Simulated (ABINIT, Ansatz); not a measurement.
# Lattice dynamics of AlInTe3 (Pm-3m) in two programs

How does AlInTe3 (Pm-3m) vibrate, and is this structure a minimum?

Main program and level: ABINIT 10.8.3; DFT LDA, scalar-relativistic, plane waves, HGH norm-conserving pseudopotentials.

The structure was built from a prototype and need not be the compound's stable phase.

## (1) Starting point

Symmetry: Pm-3m, No. 221, cubic system. Conventional cell: a = 5.267 Å, b = 5.267 Å, c = 5.267 Å, α = 90.00°, β = 90.00°, γ = 90.00°. Nearest to In lie 12 Te at 3.72 Å. Nearest to Al lie 6 Te at 2.63 Å. Te has 2 Al at 2.63 Å nearest. Farther neighbours and most contacts between anions are not listed.

## (2) Relaxing the cell and atoms

The harmonic expansion needs vanishing forces, and a free crystal bears no stress, so cell and atoms are brought to rest. Stress is more sensitive to the basis than forces are: the last 3 Ha under the cutoff are smoothed with ecutsm, and the cutoff is raised above that of the later runs.

The starting cell comes from a relaxation made beforehand in Ansatz (LDA, PseudoDojo NC).

Input file relax.abi:

```
# relaxation
ionmov 2
optcell 2
dilatmx 1.08
ntime 40
tolmxf 1.0d-05
tolvrs 1.0d-14
prtwf 0
prtden 0
chksymtnons 0

# basis, mesh and filling
ecut 26.0
ecutsm 3.0
ixc 7
ngkpt 4 4 4
nshiftk 1
shiftk 0.0 0.0 0.0
istwfk *1
occopt 3
tsmear 0.01
nband 19
nstep 100
diemac 1000000.0
prtebands 0
prtgsr 0
useylm 1

# cell and atoms
acell 9.953835111 9.953835111 9.953835111
rprim 
    1.0 0.0 0.0
    0.0 1.0 0.0
    0.0 0.0 1.0
ntypat 3
znucl 49 13 52
natom 5
typat 1 2 3 3 3
xred 
    0.0 0.0 0.0
    0.5 0.5 0.5
    0.5 0.5 0.0
    0.5 0.0 0.5
    0.0 0.5 0.5
pp_dirpath "./pseudo"
pseudos "In.hgh, Al.hgh, Te.hgh"
```

The run is started by

```bash
$ OMP_NUM_THREADS=1 mpirun -n 4 abinit relax.abi > relax.log
```

Numbers of over 12 decimals in the logs are rounded to 6 here.

relax.abo, the main output file:

```text
[banners, grids, parts of the stress and lines that vanish by symmetry left out]
- input  file    -> relax.abi
- output file    -> relax.abo
- root for input  files -> relaxi
[...]
Symmetries : space group Pm -3 m (#221); Bravais cP (primitive cubic)
[...]
mpw =        7904          nfft =      125000          nkpt =          10
[...]
== DATASET  1 ==================================================================
[...]
cutoff_energies: {ecut:  26.0, pawecutdg:  -1.0, }
[...]
Exchange-correlation functional for the present dataset will be:
  LDA: Perdew-Wang 92 LSD fit to Ceperley-Alder data - ixc=7
[...]
ETOT  1  -28.841192441968    -2.884E+01 3.297E-02 1.786E+02
 ETOT  2  -28.882582925372    -4.139E-02 1.719E-03 5.402E+00
 ETOT  3  -28.883060603332    -4.777E-04 7.980E-04 2.383E-01
 ETOT  4  -28.883082664459    -2.206E-05 1.266E-04 9.684E-03
 ETOT  5  -28.883083661334    -9.969E-07 2.801E-04 5.419E-05
[...]
At SCF step   11       vres2   =  7.36E-15 < tolvrs=  1.00E-14 =>converged.
[...]
sigma(1 1)= -3.10321642E-05  sigma(3 2)=  0.00000000E+00
  sigma(2 2)= -3.10321642E-05  sigma(3 1)=  0.00000000E+00
  sigma(3 3)= -3.10321642E-05  sigma(2 1)=  0.00000000E+00
[...]
convergence: {deltae: -9.130E-13, res2:  7.356E-15, residm:  2.479E-05, diffor: null, }
etotal    :  -2.88830837E+01
[...]
ETOT  1  -28.883136741159    -2.888E+01 2.562E-05 3.028E-01
[...]
At SCF step    9       vres2   =  1.27E-15 < tolvrs=  1.00E-14 =>converged.
[...]
sigma(1 1)= -2.67612220E-05  sigma(3 2)=  0.00000000E+00
  sigma(2 2)= -2.67612220E-05  sigma(3 1)=  0.00000000E+00
  sigma(3 3)= -2.67612220E-05  sigma(2 1)=  0.00000000E+00
[...]
convergence: {deltae:  1.066E-14, res2:  1.265E-15, residm:  1.034E-05, diffor: null, }
etotal    :  -2.88831633E+01
[...]
ETOT  1  -28.882296842658    -2.888E+01 4.481E-05 1.249E+01
[...]
At SCF step   10       vres2   =  8.20E-16 < tolvrs=  1.00E-14 =>converged.
[...]
sigma(1 1)= -7.82901857E-07  sigma(3 2)=  0.00000000E+00
  sigma(2 2)= -7.82901857E-07  sigma(3 1)=  0.00000000E+00
  sigma(3 3)= -7.82901857E-07  sigma(2 1)=  0.00000000E+00
[...]
convergence: {deltae:  7.745E-13, res2:  8.199E-16, residm:  1.297E-05, diffor: null, }
etotal    :  -2.88834040E+01
[...]
ETOT  1  -28.883403215710    -2.888E+01 6.158E-06 1.141E-02
[...]
ETOT  7  -28.883404222361    -7.141E-13 2.635E-06 2.806E-13
 ETOT  8  -28.883404222360     6.750E-13 1.997E-06 2.146E-15
 At SCF step    8       vres2   =  2.15E-15 < tolvrs=  1.00E-14 =>converged.
[...]
sigma(1 1)= -2.10647700E-08  sigma(3 2)=  0.00000000E+00
  sigma(2 2)= -2.10647700E-08  sigma(3 1)=  0.00000000E+00
  sigma(3 3)= -2.10647700E-08  sigma(2 1)=  0.00000000E+00
[...]
convergence: {deltae:  6.750E-13, res2:  2.146E-15, residm:  1.997E-06, diffor: null, }
etotal    :  -2.88834042E+01
[...]
At Broyd/MD step   4, gradients are converged :
[...]
sigma(1 1)= -2.10647700E-08  sigma(3 2)=  0.00000000E+00
  sigma(2 2)= -2.10647700E-08  sigma(3 1)=  0.00000000E+00
  sigma(3 3)= -2.10647700E-08  sigma(2 1)=  0.00000000E+00
[...]
- sigma(1 1)= -6.19746932E-04  sigma(3 2)=  0.00000000E+00
- sigma(2 2)= -6.19746931E-04  sigma(3 1)=  0.00000000E+00
- sigma(3 3)= -6.19746931E-04  sigma(2 1)=  0.00000000E+00
[...]
fcart     -0.0000000000E+00 -0.0000000000E+00 -0.0000000000E+00
           strten     -2.1064770050E-08 -2.1064770047E-08 -2.1064770046E-08
================================================================================

[key lines of the parts left out:]
pressure_GPa:   6.1975E-04
Total energy (etotal) [Ha]= -2.88834042223599E+01
```

The job ended after 59 s (4 MPI ranks of Arm Neoverse V1, shared host).

Relaxation path:

```tsv
step	energy less that of the first step (eV)	largest force (eV/Å)	volume (Å³)
1	0.0000	0.0000	146.14
2	-0.0022	0.0000	146.55
3	-0.0087	0.0000	149.18
4	-0.0087	0.0000	149.26
```

```tsv
conventional cell, symmetrised	before	after	change
a (Å)	5.267	5.305	+0.7 %
b (Å)	5.267	5.305	+0.7 %
c (Å)	5.267	5.305	+0.7 %
volume (Å³/atom)	29.23	29.85	+2.1 %
```

Final coordinates:

```xyz
5
Lattice="5.3046 0.0000 0.0000 0.0000 5.3046 0.0000 0.0000 0.0000 5.3046" Properties=species:S:1:pos:R:3 pbc="T T T"
In    0.0000    0.0000    0.0000
Al    2.6523    2.6523    2.6523
Te    2.6523    2.6523    0.0000
Te    2.6523    0.0000    2.6523
Te    0.0000    2.6523    2.6523
```

Numbers from this step:

```
volume per atom   : 29.85 Å³
pressure          : 6.20e-4 GPa
gap on the k-mesh : 0 eV
```

The volume changes by +2.1 % from the cell with which this run began.

## (3) Self-consistent run for the response

The response is built on these wavefunctions, so the potential is converged far more tightly than an energy would need. Occupations are smeared.

Input file gs.abi:

```
# ground state
tolvrs 1.0d-16
prtden 1
prtwf 1
prtpot 1

# basis, mesh and filling
ecut 20.0
ixc 7
ngkpt 4 4 4
nshiftk 1
shiftk 0.0 0.0 0.0
istwfk *1
occopt 3
tsmear 0.01
nband 19
nstep 100
diemac 1000000.0
prtebands 0
prtgsr 0
useylm 1

# cell and atoms
acell 10.02418514 10.02418514 10.02418514
rprim 
    1.0 0.0 0.0
    0.0 1.0 0.0
    0.0 0.0 1.0
ntypat 3
znucl 49 13 52
natom 5
typat 1 2 3 3 3
xred 
    0.0 0.0 0.0
    0.5 0.5 0.5
    0.5 0.5 0.0
    0.5 0.0 0.5
    0.0 0.5 0.5
pp_dirpath "./pseudo"
pseudos "In.hgh, Al.hgh, Te.hgh"
```

The run is started by

```bash
$ OMP_NUM_THREADS=1 mpirun -n 4 abinit gs.abi > gs.log
```

gs.abo, the main output file:

```text
[banners, grids, parts of the stress and lines that vanish by symmetry left out]
- input  file    -> gs.abi
- output file    -> gs.abo
- root for input  files -> gsi
[...]
Symmetries : space group Pm -3 m (#221); Bravais cP (primitive cubic)
[...]
mpw =        4337          nfft =       91125          nkpt =          10
[...]
== DATASET  1 ==================================================================
[...]
cutoff_energies: {ecut:  20.0, pawecutdg:  -1.0, }
[...]
Exchange-correlation functional for the present dataset will be:
  LDA: Perdew-Wang 92 LSD fit to Ceperley-Alder data - ixc=7
[...]
ETOT  1  -28.846753328439    -2.885E+01 2.473E-02 1.263E+02
 ETOT  2  -28.882124708509    -3.537E-02 5.315E-03 4.515E+00
 ETOT  3  -28.882666089515    -5.414E-04 5.079E-04 1.979E-01
 ETOT  4  -28.882691289532    -2.520E-05 3.137E-04 7.887E-03
 ETOT  5  -28.882692392960    -1.103E-06 8.640E-05 3.819E-05
[...]
ETOT 12  -28.882692398112    -6.040E-13 1.851E-05 1.042E-16
 ETOT 13  -28.882692398114    -2.398E-12 1.348E-05 1.793E-17
 At SCF step   13       vres2   =  1.79E-17 < tolvrs=  1.00E-16 =>converged.
[...]
sigma(1 1)=  3.93065556E-06  sigma(3 2)=  0.00000000E+00
  sigma(2 2)=  3.93065556E-06  sigma(3 1)=  0.00000000E+00
  sigma(3 3)=  3.93065556E-06  sigma(2 1)=  0.00000000E+00
[...]
convergence: {deltae: -2.398E-12, res2:  1.793E-17, residm:  1.348E-05, diffor: null, }
etotal    :  -2.88826924E+01
[...]
sigma(1 1)=  3.93065556E-06  sigma(3 2)=  0.00000000E+00
  sigma(2 2)=  3.93065556E-06  sigma(3 1)=  0.00000000E+00
  sigma(3 3)=  3.93065556E-06  sigma(2 1)=  0.00000000E+00
[...]
- sigma(1 1)=  1.15643879E-01  sigma(3 2)=  0.00000000E+00
- sigma(2 2)=  1.15643879E-01  sigma(3 1)=  0.00000000E+00
- sigma(3 3)=  1.15643879E-01  sigma(2 1)=  0.00000000E+00
[...]
fcart     -0.0000000000E+00 -0.0000000000E+00 -0.0000000000E+00
           strten      3.9306555599E-06  3.9306555599E-06  3.9306555599E-06
================================================================================

[key lines of the parts left out:]
pressure_GPa:  -1.1564E-01
```

The job ended after 13 s (4 MPI ranks).

Numbers from this step:

* pressure: -0.1156 GPa

The cell stands at -0.12 GPa: the relaxation ran with a smoothed and higher cutoff, and the difference is a stress of the finite basis.

(Continued in part 2 of 4.)

[Host names and launcher messages were left out of these logs when they were recorded.]

[Logs are printed without paths, hosts, clocks, repeated set-up lines and the standing remarks that a program may print on its own settings, such as how far it seeks lower states.]

[Hosts, paths, dates, database ids (printed as entryN), source tags and the programs' standing remarks are cut or masked in the printed files.]
